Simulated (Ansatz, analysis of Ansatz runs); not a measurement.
# LaS2 (P2_1/c), nudged elastic band: V_S hop (2.1 Å) (q = 0), part 3 of 3

How high is the barrier when S changes place in LaS2 (P2_1/c)? The case: V_S hop (2.1 Å), charge 0, in a cell of 36 host atoms with 1 S taken out.

Ansatz 0.2.0; plane-wave PAW DFT, r2SCAN; nudged elastic band between two relaxed defect structures.

So far: Set-up; Relaxation of the start point, charge 0; Relaxation of the end point, charge 0.

## 4. Nudged elastic band, charge 0

5 movable images are laid between the ends on a pair-potential path, which keeps atoms from colliding in the first guess. Each image feels the true force across the path and a spring force along it. The highest image is set to climb to the top of the path.

This step: plane-wave PAW DFT, r2SCAN; nudged elastic band between two relaxed defect structures.

q0.neb/input.yaml reads:

```yaml
crystal:
  lattice:
    - [8.21549923, 0.0, -0.00141922]
    - [0.0, 12.44759758, 0.0]
    - [-0.01047001, 0.0, 8.22626604]
  atoms:
    - { symbol: La, position: [0.71708914, 0.09486172, 0.3726641] }
    - { symbol: La, position: [0.27365006, 0.26430289, 0.12817692] }
    - { symbol: La, position: [0.27068084, 0.23696107, 0.63005008] }
    - { symbol: La, position: [0.71752539, 0.06923371, 0.87265185] }
    - { symbol: S, position: [-0.00216783, 0.12118492, 0.10896929] }
    - { symbol: S, position: [0.99668335, 0.28340578, 0.39147968] }
    - { symbol: S, position: [0.99194578, 0.21934705, 0.89791049] }
    - { symbol: S, position: [-0.00122176, 0.05061944, 0.61128323] }
    - { symbol: S, position: [0.36053924, 0.08911315, 0.37562365] }
    - { symbol: S, position: [0.6309322, 0.25391101, 0.12434121] }
    - { symbol: S, position: [0.63033466, 0.24624321, 0.62566868] }
    - { symbol: S, position: [0.36113881, 0.07870531, 0.87427164] }
    - { symbol: La, position: [0.71170904, 0.42280193, 0.36679738] }
    - { symbol: La, position: [0.29195704, 0.59435575, 0.1184474] }
    - { symbol: La, position: [0.27325452, 0.57438683, 0.62848655] }
    - { symbol: La, position: [0.72663805, 0.40435591, 0.86804962] }
    - { symbol: S, position: [0.00528673, 0.4569162, 0.10945184] }
    - { symbol: S, position: [0.99952373, 0.55376162, 0.89555303] }
    - { symbol: S, position: [-0.00069826, 0.3938832, 0.59030674] }
    - { symbol: S, position: [0.35880892, 0.42311074, 0.37126456] }
    - { symbol: S, position: [0.64610055, 0.58830602, 0.12716546] }
    - { symbol: S, position: [0.63618873, 0.57659466, 0.61862157] }
    - { symbol: S, position: [0.36713817, 0.41351598, 0.87180957] }
    - { symbol: La, position: [0.73128109, 0.76225033, 0.37678841] }
    - { symbol: La, position: [0.28154653, 0.93030178, 0.13333974] }
    - { symbol: La, position: [0.26440988, 0.89603249, 0.6318942] }
    - { symbol: La, position: [0.74089372, 0.73475041, 0.86108599] }
    - { symbol: S, position: [0.00736153, 0.78348839, 0.11367818] }
    - { symbol: S, position: [0.99491498, 0.95311602, 0.39887173] }
    - { symbol: S, position: [1.00015392, 0.88873047, 0.91202886] }
    - { symbol: S, position: [-0.00056195, 0.71024069, 0.59138591] }
    - { symbol: S, position: [0.36386703, 0.74893439, 0.37188876] }
    - { symbol: S, position: [0.63668455, 0.92095713, 0.1302772] }
    - { symbol: S, position: [0.62995294, 0.91186518, 0.62475505] }
    - { symbol: S, position: [0.3741798, 0.7443324, 0.87231999] }
basis:
  ecutwfc: 500
  xc_grid: 2
hamiltonian:
  xc: r2scan
kpoints:
  mp_grid: { grid: [1, 1, 1], shift: [0.25, 0.25, 0.25] }
scf:
  occupations: { method: fixed }
  max_iter: 80
output:
  forces: true
neb:
  images: 5
  f_tol: 0.05
  climbing: true
  initial_path: idpp
  max_iterations: 45
  order_check: false
  final_atoms:
    - { symbol: La, position: [0.72558402, 0.09749956, 0.37193172] }
    - { symbol: La, position: [0.27891063, 0.26527565, 0.12916239] }
[... 10 atom lines left out ...]
    - { symbol: La, position: [0.73218755, 0.43842002, 0.37003692] }
[... 1 atom line left out ...]
    - { symbol: La, position: [0.26539527, 0.57232458, 0.62494023] }
[... 2 atom lines left out ...]
    - { symbol: S, position: [0.98910667, 0.55078265, 0.88822573] }
    - { symbol: S, position: [0.00155757, 0.38142458, 0.60294749] }
[... 2 atom lines left out ...]
    - { symbol: S, position: [0.63278857, 0.5854793, 0.6298983] }
[... 1 atom line left out ...]
    - { symbol: La, position: [0.72341466, 0.76016697, 0.37315823] }
[... 1 atom line left out ...]
    - { symbol: La, position: [0.28474745, 0.91174161, 0.63504268] }
    - { symbol: La, position: [0.70448423, 0.74012402, 0.88322015] }
    - { symbol: S, position: [-0.00321492, 0.78051589, 0.10630631] }
    - { symbol: S, position: [0.99715188, 0.94048991, 0.41152232] }
[... 1 atom line left out ...]
    - { symbol: S, position: [-0.00276213, 0.62412009, 0.4104087] }
    - { symbol: S, position: [0.36033358, 0.75781565, 0.3832477] }
[... 2 atom lines left out ...]
    - { symbol: S, position: [0.35026438, 0.74606154, 0.87474026] }
```

Command:

```sh
$ ansatz run input.yaml --threads 4 --pin off --max-ram 7536MiB --backend cpu --events-out ev --progress --plain --runs-dir out
```

Numbers of over 12 decimals in the logs are rounded to 6 here.

Output:

```text
[...]
Warning: neb: disabling space-group detection — the band's intermediate images generally break the endpoint symmetry, so the full k-mesh is solved, and no spatial operation symmetrises the density, except that a semilocal band can use its path's symmetry [...]
[...]
parallel-image band execution: 4 concurrent image workers
NEB image 0
Crystal: 35 atoms, lattice volume = 841.244 Å³
Basis set: ecut = 500 eV, 21351 PW (Γ), exchange–correlation on 120×192×120 points (8 copies of the dense FFT grid, shifted against one another)
Bands: 170, of which v1, the nominal top of the filled ones, is band 135 counted from 1 (134 counted from 0)
Symmetry: 1 space group operations
k-points: 1
[...]
SCF iter   1: F=-96085.903896 eV  HF=-96085.833743 eV  |F-HF|=7.02e-2  |Δ(HF+E_count)|=         —  Δρ=8.45e-3  dr2=8.80e-1  dr2_τ=2.02e-1  ethr=1.77e-3  ⟨swp⟩=5.0  Hψ=658  notcnv=0  defer=32
[...]
SCF iter   9: F=-96086.338375 eV  HF=-96086.338375 eV  |F-HF|=9.75e-10  |Δ(HF+E_count)|=   2.23e-9  Δρ=9.93e-7  dr2=1.63e-8  dr2_τ=6.08e-10  ethr=3.70e-11  ⟨swp⟩=5.0  Hψ=541  notcnv=0
SCF 1 converged in 9 iterations: F = -96086.338375 eV  dr2 = 1.63e-8
[...]
NSCF: frozen V_eff on 1 k-points
NEB image 6
SCF iter   1: F=-96085.917067 eV  HF=-96085.862309 eV  |F-HF|=5.48e-2  |Δ(HF+E_count)|=         —  Δρ=8.43e-3  dr2=8.92e-1  dr2_τ=2.03e-1  ethr=1.77e-3  ⟨swp⟩=5.0  Hψ=745  notcnv=0  defer=32
[...]
SCF iter   9: F=-96086.338287 eV  HF=-96086.338287 eV  |F-HF|=1.51e-9  |Δ(HF+E_count)|=   3.29e-9  Δρ=1.02e-6  dr2=1.84e-8  dr2_τ=6.49e-10  ethr=3.70e-11  ⟨swp⟩=5.0  Hψ=513  notcnv=0
SCF 2 converged in 9 iterations: F = -96086.338287 eV  dr2 = 1.84e-8
[...]
NEB end point (image 0): max|allowed force component| = 1.085e-2 eV/Å (the criterion of neb.relax_end_points is 1.000e-2)
NEB end point (image 6): max|allowed force component| = 1.632e-2 eV/Å (the criterion of neb.relax_end_points is 1.000e-2)
NEB image 1
SCF iter   1: F=-96085.780969 eV  HF=-96085.735914 eV  |F-HF|=4.51e-2  |Δ(HF+E_count)|=         —  Δρ=8.44e-3  dr2=8.97e-1  dr2_τ=2.03e-1  ethr=1.77e-3  ⟨swp⟩=5.0  Hψ=745  notcnv=0  defer=32
[...]
SCF iter   9: F=-96086.205683 eV  HF=-96086.205683 eV  |F-HF|=2.18e-10  |Δ(HF+E_count)|=   8.40e-9  Δρ=9.91e-7  dr2=1.56e-8  dr2_τ=5.36e-10  ethr=3.70e-11  ⟨swp⟩=5.0  Hψ=571  notcnv=0
SCF 3 converged in 9 iterations: F = -96086.205683 eV  dr2 = 1.56e-8
NEB image 2
SCF iter   1: F=-96085.549416 eV  HF=-96085.527704 eV  |F-HF|=2.17e-2  |Δ(HF+E_count)|=         —  Δρ=8.48e-3  dr2=9.21e-1  dr2_τ=2.04e-1  ethr=1.77e-3  ⟨swp⟩=5.0  Hψ=745  notcnv=0  defer=32
[...]
SCF iter   9: F=-96085.989228 eV  HF=-96085.989228 eV  |F-HF|=1.21e-9  |Δ(HF+E_count)|=   1.15e-8  Δρ=9.61e-7  dr2=1.33e-8  dr2_τ=4.42e-10  ethr=3.70e-11  ⟨swp⟩=5.0  Hψ=578  notcnv=0
SCF 4 converged in 9 iterations: F = -96085.989228 eV  dr2 = 1.33e-8
NEB image 3
SCF iter   1: F=-96085.440032 eV  HF=-96085.433115 eV  |F-HF|=6.92e-3  |Δ(HF+E_count)|=         —  Δρ=8.51e-3  dr2=9.37e-1  dr2_τ=2.05e-1  ethr=1.77e-3  ⟨swp⟩=5.0  Hψ=744  notcnv=0  defer=33
[...]
SCF iter   9: F=-96085.889757 eV  HF=-96085.889757 eV  |F-HF|=9.31e-10  |Δ(HF+E_count)|=   9.78e-9  Δρ=9.50e-7  dr2=1.19e-8  dr2_τ=4.17e-10  ethr=3.70e-11  ⟨swp⟩=5.0  Hψ=588  notcnv=0
SCF 5 converged in 9 iterations: F = -96085.889757 eV  dr2 = 1.19e-8
NEB image 4
SCF iter   1: F=-96085.550078 eV  HF=-96085.530058 eV  |F-HF|=2.00e-2  |Δ(HF+E_count)|=         —  Δρ=8.48e-3  dr2=9.22e-1  dr2_τ=2.05e-1  ethr=1.77e-3  ⟨swp⟩=5.0  Hψ=744  notcnv=0  defer=33
[...]
SCF iter   9: F=-96085.990913 eV  HF=-96085.990913 eV  |F-HF|=9.31e-10  |Δ(HF+E_count)|=   1.06e-8  Δρ=9.56e-7  dr2=1.31e-8  dr2_τ=4.30e-10  ethr=3.70e-11  ⟨swp⟩=5.0  Hψ=578  notcnv=0
SCF 6 converged in 9 iterations: F = -96085.990913 eV  dr2 = 1.31e-8
NEB image 5
SCF iter   1: F=-96085.784076 eV  HF=-96085.740790 eV  |F-HF|=4.33e-2  |Δ(HF+E_count)|=         —  Δρ=8.45e-3  dr2=8.99e-1  dr2_τ=2.03e-1  ethr=1.77e-3  ⟨swp⟩=5.0  Hψ=745  notcnv=0  defer=32
[...]
SCF iter   9: F=-96086.209798 eV  HF=-96086.209798 eV  |F-HF|=4.66e-10  |Δ(HF+E_count)|=   6.72e-9  Δρ=9.73e-7  dr2=1.51e-8  dr2_τ=4.94e-10  ethr=3.70e-11  ⟨swp⟩=5.0  Hψ=570  notcnv=0
SCF 7 converged in 9 iterations: F = -96086.209798 eV  dr2 = 1.51e-8
NEB iter   1: max|band force component| = 6.286e-1 eV/Å  barrier→ = 0.4486 eV  barrier← = 0.4485 eV  Δτ_max = 0.1983 Å  (63 SCF iters)
NEB image 1
[...]
SCF iter   8: F=-96086.188594 eV  HF=-96086.188594 eV  |F-HF|=1.94e-9  |Δ(HF+E_count)|=   2.41e-8  Δρ=9.05e-7  dr2=1.20e-8  dr2_τ=5.17e-10  ethr=3.70e-11  ⟨swp⟩=4.0  Hψ=578  notcnv=0
SCF 8 converged in 8 iterations: F = -96086.188594 eV  dr2 = 1.20e-8
NEB image 2
[...]
SCF iter   8: F=-96085.982042 eV  HF=-96085.982042 eV  |F-HF|=4.37e-11  |Δ(HF+E_count)|=   3.95e-8  Δρ=1.21e-6  dr2=2.21e-8  dr2_τ=1.14e-9  ethr=3.70e-11  ⟨swp⟩=5.0  Hψ=582  notcnv=0
SCF 9 converged in 8 iterations: F = -96085.982042 eV  dr2 = 2.21e-8
NEB image 3
[...]
SCF iter   8: F=-96085.879583 eV  HF=-96085.879583 eV  |F-HF|=4.35e-9  |Δ(HF+E_count)|=   3.12e-8  Δρ=1.32e-6  dr2=2.70e-8  dr2_τ=1.46e-9  ethr=3.70e-11  ⟨swp⟩=5.0  Hψ=586  notcnv=0
SCF 10 converged in 8 iterations: F = -96085.879583 eV  dr2 = 2.70e-8
NEB image 4
[...]
SCF iter   8: F=-96085.980010 eV  HF=-96085.980010 eV  |F-HF|=3.64e-9  |Δ(HF+E_count)|=   3.03e-8  Δρ=1.29e-6  dr2=2.71e-8  dr2_τ=1.29e-9  ethr=3.70e-11  ⟨swp⟩=5.0  Hψ=583  notcnv=0
SCF 11 converged in 8 iterations: F = -96085.980010 eV  dr2 = 2.71e-8
NEB image 5
[...]
SCF iter   8: F=-96086.171423 eV  HF=-96086.171423 eV  |F-HF|=4.07e-10  |Δ(HF+E_count)|=   2.12e-8  Δρ=1.11e-6  dr2=1.87e-8  dr2_τ=8.85e-10  ethr=3.70e-11  ⟨swp⟩=5.0  Hψ=580  notcnv=0
SCF 12 converged in 8 iterations: F = -96086.171423 eV  dr2 = 1.87e-8
NEB iter   2: max|band force component| = 4.944e-1 eV/Å  barrier→ = 0.4588 eV  barrier← = 0.4587 eV  CI = image 3  Δτ_max = 0.1159 Å  (40 SCF iters)
NEB image 1
[...]
SCF iter   7: F=-96086.253878 eV  HF=-96086.253878 eV  |F-HF|=9.34e-9  |Δ(HF+E_count)|=   1.94e-7  Δρ=1.62e-6  dr2=3.98e-8  dr2_τ=3.01e-9  ethr=3.70e-11  ⟨swp⟩=5.0  Hψ=585  notcnv=0
SCF 13 converged in 7 iterations: F = -96086.253878 eV  dr2 = 3.98e-8
NEB image 2
[...]
NEB image 4
[...]
SCF iter   7: F=-96086.097743 eV  HF=-96086.097743 eV  |F-HF|=1.76e-8  |Δ(HF+E_count)|=   2.62e-7  Δρ=1.87e-6  dr2=5.74e-8  dr2_τ=3.99e-9  ethr=3.70e-11  ⟨swp⟩=5.0  Hψ=612  notcnv=0
SCF 16 converged in 7 iterations: F = -96086.097743 eV  dr2 = 5.74e-8
NEB image 5
[...]
SCF iter   7: F=-96086.257974 eV  HF=-96086.257974 eV  |F-HF|=1.91e-8  |Δ(HF+E_count)|=   2.56e-7  Δρ=1.88e-6  dr2=5.95e-8  dr2_τ=3.80e-9  ethr=3.70e-11  ⟨swp⟩=5.0  Hψ=640  notcnv=0
SCF 17 converged in 7 iterations: F = -96086.257974 eV  dr2 = 5.95e-8
NEB iter   3: max|band force component| = 7.871e-2 eV/Å  barrier→ = 0.3203 eV  barrier← = 0.3202 eV  CI = image 3  Δτ_max = 0.0195 Å  (35 SCF iters)
[...]
NEB iter   4: max|band force component| = 4.817e-2 eV/Å  barrier→ = 0.3152 eV  barrier← = 0.3151 eV  CI = image 3  Δτ_max = 0.0122 Å  (30 SCF iters)
[...]
NEB iter   5: max|band force component| = 5.346e-2 eV/Å  barrier→ = 0.3134 eV  barrier← = 0.3133 eV  CI = image 3  Δτ_max = 0.0217 Å  (6 SCF iters)
NEB image 1
[...]
SCF iter   5: F=-96086.258320 eV  HF=-96086.258320 eV  |F-HF|=3.87e-9  |Δ(HF+E_count)|=   4.54e-7  Δρ=2.65e-6  dr2=8.21e-8  dr2_τ=4.29e-9  ethr=3.70e-11  ⟨swp⟩=5.0  Hψ=640  notcnv=0
SCF 24 converged in 5 iterations: F = -96086.258320 eV  dr2 = 8.21e-8
NEB image 2
[...]
SCF iter   6: F=-96086.101510 eV  HF=-96086.101510 eV  |F-HF|=5.05e-9  |Δ(HF+E_count)|=   8.14e-8  Δρ=1.17e-6  dr2=1.75e-8  dr2_τ=1.11e-9  ethr=3.70e-11  ⟨swp⟩=5.0  Hψ=579  notcnv=0
SCF 25 converged in 6 iterations: F = -96086.101510 eV  dr2 = 1.75e-8
NEB image 3
[...]
SCF iter   6: F=-96086.026150 eV  HF=-96086.026150 eV  |F-HF|=1.60e-8  |Δ(HF+E_count)|=   8.01e-8  Δρ=1.31e-6  dr2=3.12e-8  dr2_τ=1.56e-9  ethr=3.70e-11  ⟨swp⟩=5.0  Hψ=587  notcnv=0
SCF 26 converged in 6 iterations: F = -96086.026150 eV  dr2 = 3.12e-8
NEB image 4
[...]
SCF iter   6: F=-96086.102789 eV  HF=-96086.102789 eV  |F-HF|=1.02e-8  |Δ(HF+E_count)|=   5.57e-8  Δρ=1.10e-6  dr2=2.03e-8  dr2_τ=1.15e-9  ethr=3.70e-11  ⟨swp⟩=4.0  Hψ=576  notcnv=0
SCF 27 converged in 6 iterations: F = -96086.102789 eV  dr2 = 2.03e-8
NEB image 5
[...]
SCF iter   5: F=-96086.260979 eV  HF=-96086.260979 eV  |F-HF|=2.34e-8  |Δ(HF+E_count)|=   4.51e-7  Δρ=2.65e-6  dr2=9.31e-8  dr2_τ=4.92e-9  ethr=3.70e-11  ⟨swp⟩=5.0  Hψ=639  notcnv=0
SCF 28 converged in 5 iterations: F = -96086.260979 eV  dr2 = 9.31e-8
NEB image 1
[...]
NEB image 2
[...]
NEB image 4
[...]
NEB image 5
[...]
NEB image 3
[...]
the band table was solved once a step of the walk had ended and its energy, with any forces and stress, was formed, with the checks that follow a solve (1177 applications of the Hamiltonian). They found nothing against the state; [...]
NEB iter   6: max|band force component| = 4.033e-2 eV/Å  barrier→ = 0.3122 eV  barrier← = 0.3121 eV  CI = image 3  Δτ_max = 0.0000 Å  (28 SCF iters)
NEB image 3
[...]
SCF iter   2: F=-96086.026150 eV  HF=-96086.026150 eV  |F-HF|=2.46e-9  |Δ(HF+E_count)|=  3.06e-10  Δρ=6.49e-7  dr2=3.38e-9  dr2_τ=1.92e-10  ethr=1.16e-11  ⟨swp⟩=4.0  Hψ=448  notcnv=0
SCF 29 converged in 2 iterations: F = -96086.026150 eV  dr2 = 3.38e-9
[...]
SCF converged after 2 iterations
Free energy (F): -96086.026150 eV
[...]
Internal energy: -96086.026150 eV  (E = F + TS)
E sigma→0 (E₀):  -96086.026150 eV
Fermi energy:    8.488978 eV
[...]
--- Forces (eV/Å), atoms counted from 1 ---
  atom   1  La     0.00298157    -0.00040135    -0.00310604
  atom   2  La     0.00004076    -0.00589634     0.00416314
  [... 12 atoms left out ...]
  atom  15  La     0.00419358     0.00091803    -0.00713704
  [... 2 atoms left out ...]
  atom  18  S     -0.00149532    -0.00248056    -0.00240896
  atom  19  S      0.00421793    -0.00468302    -0.00218422
  [... 2 atoms left out ...]
  atom  22  S     -0.00405171    -0.00393161     0.00544173
  [... 1 atom left out ...]
  atom  24  La     0.00952243    -0.00010340    -0.00348457
  [... 1 atom left out ...]
  atom  26  La     0.00397702     0.00937675    -0.00128141
  [... 1 atom left out ...]
  atom  28  S     -0.00336787     0.00458065    -0.00186595
  atom  29  S     -0.00558760     0.00632434     0.00126538
  [... 1 atom left out ...]
  atom  31  S     -0.01760659     0.01037742    -0.00948102
  atom  32  S      0.00404314    -0.01141082     0.00336882
  [... 3 atoms left out ...]
  max |Σ_I F_I| component: 2.64e-3 eV/Å
--- Band table (eV) ---
[...]
this run last wrote the band of iteration 6 to <dir>; this run last wrote the band within `neb.f_tol` of iteration 4 to <dir>
--- NEB band (7 images, 6 band iterations, 202 SCF iterations) ---
  forward barrier  = 0.312225 eV
  backward barrier = 0.312137 eV
  climbing image's point = of an order that was not read
  energies are F+E_penalty+E_count in eV, relative to image 0
  image     s (Å)  Δ vs image 0  max|band force component| (eV/Å)
      0    0.0000      0.000000                                 —
      1    0.3503      0.080055                          2.905e-2
      2    0.7006      0.236865                          4.033e-2
  *   3    1.0508      0.312225                          1.763e-2
      4    1.4054      0.235586                          3.749e-2
      5    1.7600      0.077396                          2.318e-2
      6    2.1146      0.000088                                 —
  climbing-image geometry (image 3):
  cell:  # Å, volume = 841.2443 Å³
    - [8.21549923, 0.0, -0.00141922]
    - [0.0, 12.44759758, 0.0]
    - [-0.01047001, 0.0, 8.22626604]
  atoms:
    - { symbol: La, position: [0.722097, 0.096598, 0.371072] }
    - { symbol: La, position: [0.274457, 0.264605, 0.130613] }
    - { symbol: La, position: [0.273903, 0.237624, 0.630544] }
    - { symbol: La, position: [0.721800, 0.069964, 0.870865] }
    - { symbol: S, position: [0.000793, 0.116477, 0.104977] }
    - { symbol: S, position: [0.995262, 0.283605, 0.392280] }
    - { symbol: S, position: [0.995403, 0.218120, 0.896498] }
    - { symbol: S, position: [0.000943, 0.050647, 0.609567] }
    - { symbol: S, position: [0.364017, 0.087745, 0.376381] }
    - { symbol: S, position: [0.632347, 0.255251, 0.128872] }
    - { symbol: S, position: [0.632222, 0.246776, 0.625042] }
    - { symbol: S, position: [0.364018, 0.079191, 0.872585] }
    - { symbol: La, position: [0.717949, 0.430197, 0.372462] }
    - { symbol: La, position: [0.274160, 0.599346, 0.133777] }
    - { symbol: La, position: [0.270922, 0.570765, 0.633415] }
    - { symbol: La, position: [0.719926, 0.403685, 0.871248] }
    - { symbol: S, position: [-0.000961, 0.454871, 0.106429] }
    - { symbol: S, position: [0.992642, 0.551899, 0.894213] }
    - { symbol: S, position: [-0.000744, 0.386484, 0.598602] }
    - { symbol: S, position: [0.360503, 0.423318, 0.374126] }
    - { symbol: S, position: [0.634069, 0.589179, 0.128838] }
    - { symbol: S, position: [0.628894, 0.577475, 0.629990] }
    - { symbol: S, position: [0.361931, 0.411905, 0.877534] }
    - { symbol: La, position: [0.726472, 0.763380, 0.369529] }
    - { symbol: La, position: [0.277056, 0.930943, 0.130113] }
    - { symbol: La, position: [0.277424, 0.903395, 0.628978] }
    - { symbol: La, position: [0.721091, 0.735622, 0.869750] }
    - { symbol: S, position: [0.003996, 0.782808, 0.108316] }
    - { symbol: S, position: [0.996914, 0.948087, 0.402852] }
    - { symbol: S, position: [0.997090, 0.879328, 0.895539] }
    - { symbol: S, position: [1.733434217356339e-5, 0.667626, 0.500926] }
    - { symbol: S, position: [0.368817, 0.757907, 0.370982] }
    - { symbol: S, position: [0.634945, 0.922424, 0.124217] }
    - { symbol: S, position: [0.635644, 0.910939, 0.627876] }
    - { symbol: S, position: [0.362037, 0.745161, 0.873650] }
```

Elapsed: 7.9 min, on 4 threads of Arm Neoverse V2, shared host; peak memory 5.1 GiB.

The path, image by image:

```
image  path (Å)  energy (eV)      S31: x, y, z (Å)
    0     0.000       0.0000  -0.011, 8.841, 4.865
    1     0.350       0.0801  -0.011, 8.686, 4.634
    2     0.701       0.2369  -0.004, 8.507, 4.376
    3     1.051       0.3122  -0.005, 8.310, 4.121
    4     1.405       0.2356   0.009, 8.133, 3.847
    5     1.760       0.0774   0.005, 7.943, 3.589
    6     2.115       0.0001  -0.027, 7.769, 3.376
```

Numbers from this step:

* free energy: -96086.0262 eV
* barrier forward: 0.3122 eV
* barrier backward: 0.3121 eV
* end less start: 8.82e-5 eV
* hop length: 1.835 Å

Track of the atom that was set to move:

```
image   x (Å)  y (Å)  z (Å)  nearest neighbour  distance (Å)
    0  -0.011  8.841  4.865                 La          2.83
    1  -0.011  8.686  4.634                 La         2.785
    2  -0.004  8.507  4.376                 La         2.756
    3  -0.005   8.31  4.121                 La         2.755
    4   0.009  8.133  3.847                 La         2.759
    5   0.005  7.943  3.589                 La         2.788
    6  -0.027  7.769  3.376                 La         2.832
```

The band met its tolerance of 0.05 eV/Å after 6 iterations, with image 3 on top (the start counts as 0). S31, which moves farthest between the ends, has 4 La at 2.83 to 3.19 Å and 1 S at 3.17 Å nearest at the start and 2 La at 2.75 Å at the top.

## 5. What came out

| Item | Value |
| --- | --- |
| barrier forward | 0.31 eV |
| barrier backward | 0.31 eV |
| end less start | 0.00 eV |
| hop length | 1.83 Å |
| band iterations, as the log counts them | 6 |

**Reading.** The top of the band lies 0.31 eV above the start and 0.31 eV above the end, which are alike in energy and neighbours. With an assumed prefactor of 1e13 per second it gives one hop a second along this one path at about 120 K; whether such hops link up through the crystal wasn't checked. The order of the top as a saddle was not checked for all atoms, so a bent path could be lower. Keep in mind: one k-point off the zone centre stands for the whole zone; periodic copies of the defect are only 8.2 Å apart; spin–orbit coupling, which can matter with heavy atoms, is left out.

[Logs are printed without paths, hosts, clocks, repeated set-up lines and the standing remarks that a program may print on its own settings, such as how far it seeks lower states.]

[Hosts, paths, dates, database ids (printed as entryN), source tags and the programs' standing remarks are cut or masked in the printed files.]
